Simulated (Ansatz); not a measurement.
# AlN (P6_3mc): the dielectric response against the k mesh, part 2 of 2

Aim: how dense a k mesh do ε∞ and the zone-centre modes of AlN (P6_3mc) need?

Ansatz 0.2.0; DFT LDA, scalar-relativistic, plane waves, PAW; PAW set soft_1.

So far. Step 3 (Tight relaxation): The largest force component left is 0.030 meV/Å and the pressure is -0.002 GPa, within the tolerances set. The cell now holds 10.21 Å³/atom. The relaxed cell has a = 3.089, c = 4.943 Å (conventional setting).

The database entry behind the starting cell differs from later determinations by our own check (inner coordinate u about 0.002 short), so it need not match the best structure at ambient conditions.

## 4. Response on one mesh, 4×4×3

Phonons follow from the second derivative of the energy, found here by linear response.

The response is solved on 4×4×3 k points.

input.yaml

```yaml
crystal:
  lattice:
    - [3.0886224675, 0.0, 0.0]
    - [-1.5443112337, 2.6748255195, 0.0]
    - [0.0, 0.0, 4.9431753226]
  atoms:
    - { symbol: "N", position: [0.3333333333, 0.6666666667, 0.3809902453] }
    - { symbol: "N", position: [0.6666666667, 0.3333333333, 0.8809902453] }
    - { symbol: Al, position: [0.3333333333, 0.6666666667, -0.0009902453] }
    - { symbol: Al, position: [0.6666666667, 0.3333333333, 0.4990097547] }
kpoints:
  mp_grid: { grid: [4, 4, 3] }
hamiltonian:
  xc: lda
  pseudopotentials: { kind: paw, azcp: { folder: soft_1 }, xc_functional: pbe }
scf:
  occupations: { method: fixed }
output:
  eigenvalues: true
phonons:
  method: dfpt
  dielectric: true
  rigid_motions: translations
  field_mesh: kpoints
```

Started as:

```console
$ ansatz run input.yaml --threads 8 --pin off --max-ram 16384MiB --backend cpu --events-out ev --progress --plain --runs-dir out
```

Numbers of over 12 decimals in the logs are rounded to 6 here.

Output:

```text
[...]
Crystal: 4 atoms, lattice volume = 40.838 Å³
Basis set: ecut = 420 eV, 785 PW (Γ), exchange–correlation on 48×48×72 points (8 copies of the dense FFT grid, shifted against one another)
Bands: 12, of which v1, the nominal top of the filled ones, is band 8 counted from 1 (7 counted from 0)
Symmetry: 12 space group operations
k-points: 17 of 48 (irreducible under 2 space group operations, time reversal used)
[...]
SCF iter   1: F=—  HF=-1782.767545 eV  |F-HF|=—  |Δ(HF+E_count)|=         —  Δρ=1.38e-1  dr2=9.35e0  ethr=3.10e-3  ⟨swp⟩=4.8  Hψ=1099  notcnv=0  defer=17
[...]
SCF iter   8: F=-1779.679342 eV  HF=-1779.679342 eV  |F-HF|=3.07e-11  |Δ(HF+E_count)|=  1.49e-10  Δρ=5.26e-7  dr2=6.18e-11  ethr=1.00e-12  ⟨swp⟩=6.9  Hψ=1173  notcnv=0
SCF 1 converged in 8 iterations: F = -1779.679342 eV  dr2 = 6.18e-11
[...]
NSCF: frozen V_eff on 5 k-points
DFPT response loops at Γ: preconditioner auto → none (the input reference at scf.mixing.eps_inf says where Resta's filter doesn't serve); β = 0.50; Broyden in place of MSR1
WARN: field response: the 4×4×3 k-mesh looks too coarse for the field response at k = (0.0000, 0.0000, 0.0000), direct gap 4.410 eV: take ε∞, Z* and everything formed from them as unconverged in the mesh. The response there varies over an interband length of 1.16 Å as this mesh's differences read it, which a coarse mesh reads short; the mesh's real-space period, 12.4 Å, is under 14 times that, 16.2 Å: field_mesh: auto, beside no phonons.dynamical_quadrupoles, solves it inside a basis that this mesh spans and, under method: fd, where it gets none, on a denser mesh; else type a denser kpoints.mp_grid, and compare
SCF converged after 8 iterations
Free energy (F): -1779.679342 eV
[...]
Internal energy: -1779.679342 eV  (E = F + TS)
E sigma→0 (E₀):  -1779.679342 eV
Fermi energy:    7.108422 eV
[...]
--- Band table (eV; the first three rows and the last of 17) ---
  k-point 0: bands = [... 4 lower, 6.2227, 6.8819, 6.8819, 7.1084, 11.5182, 13.8347, 17.7628, 18.2033]
  k-point 1: bands = [... 4 lower, 6.3798, 6.3798, 6.7094, 6.7094, 12.9258, 13.9959, 17.2858, 18.2234]
  k-point 2: bands = [... 4 lower, 4.6196, 5.4966, 6.6595, 6.6805, 13.3886, 14.6862, 15.1756, 17.1744]
  k-point 16: bands = [... 4 lower, 3.7860, 4.4950, 5.3576, 6.3344, 13.4201, 14.0883, 15.8224, 16.4727]
--- Phonons (Γ-DFPT): 4 representative perturbations + reference, on 17 of 48 k-points (Σ response iterations 12) ---
  k mesh reduced under 2 symmetry operations, with k and −k counted as one. Each operation leaves every solved perturbation unchanged. A smaller set is not considered because the run solves the response to a homogeneous field
  ASR residual: 7.217e-5 → 0.000e0 eV/Å²; symmetrization residual: 4.546e-6 eV/Å²
  ASR residual per site (eV/Å²): 7.22e-5 7.22e-5 6.86e-5 6.86e-5
  Γ frequencies (cm⁻¹): 0.00 0.00 0.00 239.81 239.81 553.71 621.24 667.01 667.01 679.32 679.32 729.04
  ε∞ (high-frequency dielectric tensor):
        4.243553     0.000000     0.000000
        0.000000     4.243553     0.000000
       -0.000000    -0.000000     4.576436
  ε⁰ (static dielectric tensor: ions relaxed, cell fixed):
        7.845763     0.000000    -0.000000
        0.000000     7.845763     0.000000
       -0.000000     0.000000     9.444377
  ε⁰ − ε∞ (ionic part):
        3.602210     0.000000    -0.000000
        0.000000     3.602210     0.000000
       -0.000000     0.000000     4.867941
  softest optical mode at Γ: 239.81 cm⁻¹; the repairs (sum rule, projections) moved no ω² at Γ by more than (1.57 cm⁻¹)²
  Born effective charges Z* (e; rows j = field, columns β = displacement):
    site 0:
        -2.52196   -0.00000    0.00000
        -0.00000   -2.52196    0.00000
         0.00000    0.00000   -2.68110
    site 1:
        -2.52196   -0.00000   -0.00000
        -0.00000   -2.52196   -0.00000
         0.00000    0.00000   -2.68110
    site 2:
         2.52196    0.00000   -0.00000
         0.00000    2.52196   -0.00000
        -0.00000    0.00000    2.68110
    site 3:
         2.52196    0.00000    0.00000
         0.00000    2.52196    0.00000
         0.00000   -0.00000    2.68110
  Z* charge neutrality: 1.333e-5 e pre-enforcement
  k-mesh period / interband length: 12.4 Å / 1.16 Å = 10.68 at k = (0.0000, 0.0000, 0.0000), direct gap 4.410 eV — UNDER 14: by this measure the k-mesh is too coarse for the response
  optical modes at Γ without the LO–TO term, one row a degenerate level:
      ω (cm⁻¹)  modes    IR ((D/Å)²/amu)
        239.81      2             0.0000
        553.71      1             0.0000
        621.24      1            35.9723
        667.01      2             0.0000
        679.32      2            63.6576
        729.04      1             0.0000
  optical modes at Γ + LO–TO along q̂ = [1.0000, 0.0000, 0.0000]:
      ω (cm⁻¹)  modes    IR ((D/Å)²/amu)
        239.81      2             0.0000
        553.71      1             0.0000
        621.24      1            35.9723
        667.01      2             0.0000
        679.32      1            31.8288
        729.04      1             0.0000
        923.69      1            31.8288
  optical modes at Γ + LO–TO along q̂ = [0.0000, 1.0000, 0.0000]:
      ω (cm⁻¹)  modes    IR ((D/Å)²/amu)
        239.81      2             0.0000
        553.71      1             0.0000
        621.24      1            35.9723
        667.01      2             0.0000
        679.32      1            31.8288
        729.04      1             0.0000
        923.69      1            31.8288
  optical modes at Γ + LO–TO along q̂ = [0.0000, 0.0000, 1.0000]:
      ω (cm⁻¹)  modes    IR ((D/Å)²/amu)
        239.81      2             0.0000
        553.71      1             0.0000
        667.01      2             0.0000
        679.32      2            63.6576
        729.04      1             0.0000
        892.44      1            35.9723
```

The job ended after 1.7 s (8 threads of AMD EPYC 7B13 (Zen 3), shared host; peak memory 0.4 GiB; 8.7 s of CPU time).

The column dr2 measures how far the density is from self-consistency, as an energy; F and HF (Harris–Foulkes) agree once it is small.

A gap read on the k-mesh alone can miss the band edges.

Numbers from this step:

```yaml
gap_on_the_k_mesh: 4.410 eV
sum_rule_residual_before_enforcement: 7.22e-5 eV/Å²
miss_of_the_charge_sum_rule: 1.33e-5 e
point_group: 6mm
highest_optical_mode_at_the_zone_centre_no_lo_to_term: 729.0 cm⁻¹
lowest_optical_zone_centre_mode: 239.8 cm⁻¹
mean_high_frequency_dielectric_constant: 4.355
largest_born_charge_third_of_the_trace: -2.575 e
mean_static_dielectric_constant: 8.379
top_of_the_zone_centre_spectrum_with_the_field: 923.7 cm⁻¹
```

Without the LO-TO term the lowest optical mode is real, 240 cm⁻¹, and the highest lies at 729.0 cm⁻¹.

## 5. Response on one mesh, 16×16×11

The response is solved on 16×16×11 k points.

input.yaml, as its differences from that of step 4:

```diff
@@ -11,3 +11,3 @@
 kpoints:
-  mp_grid: { grid: [4, 4, 3] }
+  mp_grid: { grid: [16, 16, 11] }
 hamiltonian:
```

Output:

```text
[...]
Crystal: 4 atoms, lattice volume = 40.838 Å³
Basis set: ecut = 420 eV, 785 PW (Γ), exchange–correlation on 48×48×72 points (8 copies of the dense FFT grid, shifted against one another)
Bands: 12, of which v1, the nominal top of the filled ones, is band 8 counted from 1 (7 counted from 0)
Symmetry: 12 space group operations
k-points: 753 of 2816 (irreducible under 2 space group operations, time reversal used)
[...]
optical modes at Γ + LO–TO along q̂ = [1.0000, 0.0000, 0.0000]:
      ω (cm⁻¹)  modes    IR ((D/Å)²/amu)
[...]
optical modes at Γ + LO–TO along q̂ = [0.0000, 1.0000, 0.0000]:
      ω (cm⁻¹)  modes    IR ((D/Å)²/amu)
[...]
optical modes at Γ + LO–TO along q̂ = [0.0000, 0.0000, 1.0000]:
      ω (cm⁻¹)  modes    IR ((D/Å)²/amu)
[...]
667.53      2             0.0000
        678.90      2            63.7968
        729.81      1             0.0000
        890.81      1            36.1011
[key lines of the parts left out:]
SCF converged after 8 iterations
Free energy (F): -1779.712759 eV
Fermi energy:    7.095251 eV
```

Run time: 32 s. Hardware: 8 threads; peak memory 1.6 GiB.

Numbers from this step:

```
gap on the k-mesh                                       : 4.416 eV
sum-rule residual before enforcement                    : 8.01e-5 eV/Å²
miss of the charge sum rule                             : 2.03e-5 e
highest optical mode at the zone centre (no LO-TO term) : 729.8 cm⁻¹
lowest optical zone-centre mode                         : 239.5 cm⁻¹
mean high-frequency dielectric constant                 : 4.473
largest Born charge (third of the trace)                : -2.578 e
mean static dielectric constant                         : 8.513
top of the zone-centre spectrum with the field          : 916.3 cm⁻¹
```

Without the LO-TO term the lowest optical mode is real, 240 cm⁻¹, and the highest lies at 729.8 cm⁻¹.

Between step 4 and this run (k-mesh 16×16×11 and k divisions 16) the value for the mean high-frequency dielectric constant moves from 4.35 to 4.47 (+3 %).

## 6. All members side by side

The members are set side by side, also those not shown above.

One cell throughout; the field response is solved on the k mesh of the run itself. The axis is the Cartesian z axis of the cell. The response against the k mesh:

```csv
k divisions along a1,ε∞ along the axis,"ε∞ across the axis, mean",ε0 along the axis,"ε0 across the axis, mean","largest Born charge in size, a third of the trace (e)","top mode with the field, highest of q along x, y and z (cm⁻¹)",mode 12 B1 (cm⁻¹)
4,4.576,4.244,9.444,7.846,2.575,923.7,729
6,4.613,4.373,9.501,7.987,2.578,917.5,729.8
8,4.619,4.394,9.509,8.009,2.578,916.5,729.8
10,4.621,4.398,9.511,8.012,2.578,916.4,729.8
12,4.621,4.399,9.511,8.013,2.578,916.3,729.8
14,4.621,4.399,9.511,8.013,2.578,916.3,729.8
16,4.621,4.399,9.511,8.013,2.578,916.3,729.8
```

## 7. Results

```json
{"members": "7", "last mode of the table (no LO-TO term), 4 k divisions": "729.0 cm⁻¹", "last mode of the table (no LO-TO term), 16 k divisions": "729.8 cm⁻¹"}
```

ε∞ across z, the slower component, goes from 4.24 at 4 divisions to 4.40 at 16; from 6 divisions on it stays within 1 % of the last value. The highest mode without the field stays within 1 cm⁻¹ of its last value from 4 divisions on. The top mode with the field moves by -7.4 cm⁻¹ over the series. So the field response needs the denser mesh. These are harmonic frequencies at zero temperature: anharmonic shifts, linewidths and thermal expansion are left out. The PAW files were made for PBE; the program adapts parts of them to the functional of the run, but their partial waves stay those of PBE, an approximation that was not tested in this session. Only the zone centre was solved, so an instability at another wavevector cannot show here.

[Logs are printed without paths, hosts, clocks, repeated set-up lines and the standing remarks that a program may print on its own settings, such as how far it seeks lower states.]

[Hosts, paths, dates, database ids (printed as entryN), source tags and the programs' standing remarks are cut or masked in the printed files.]
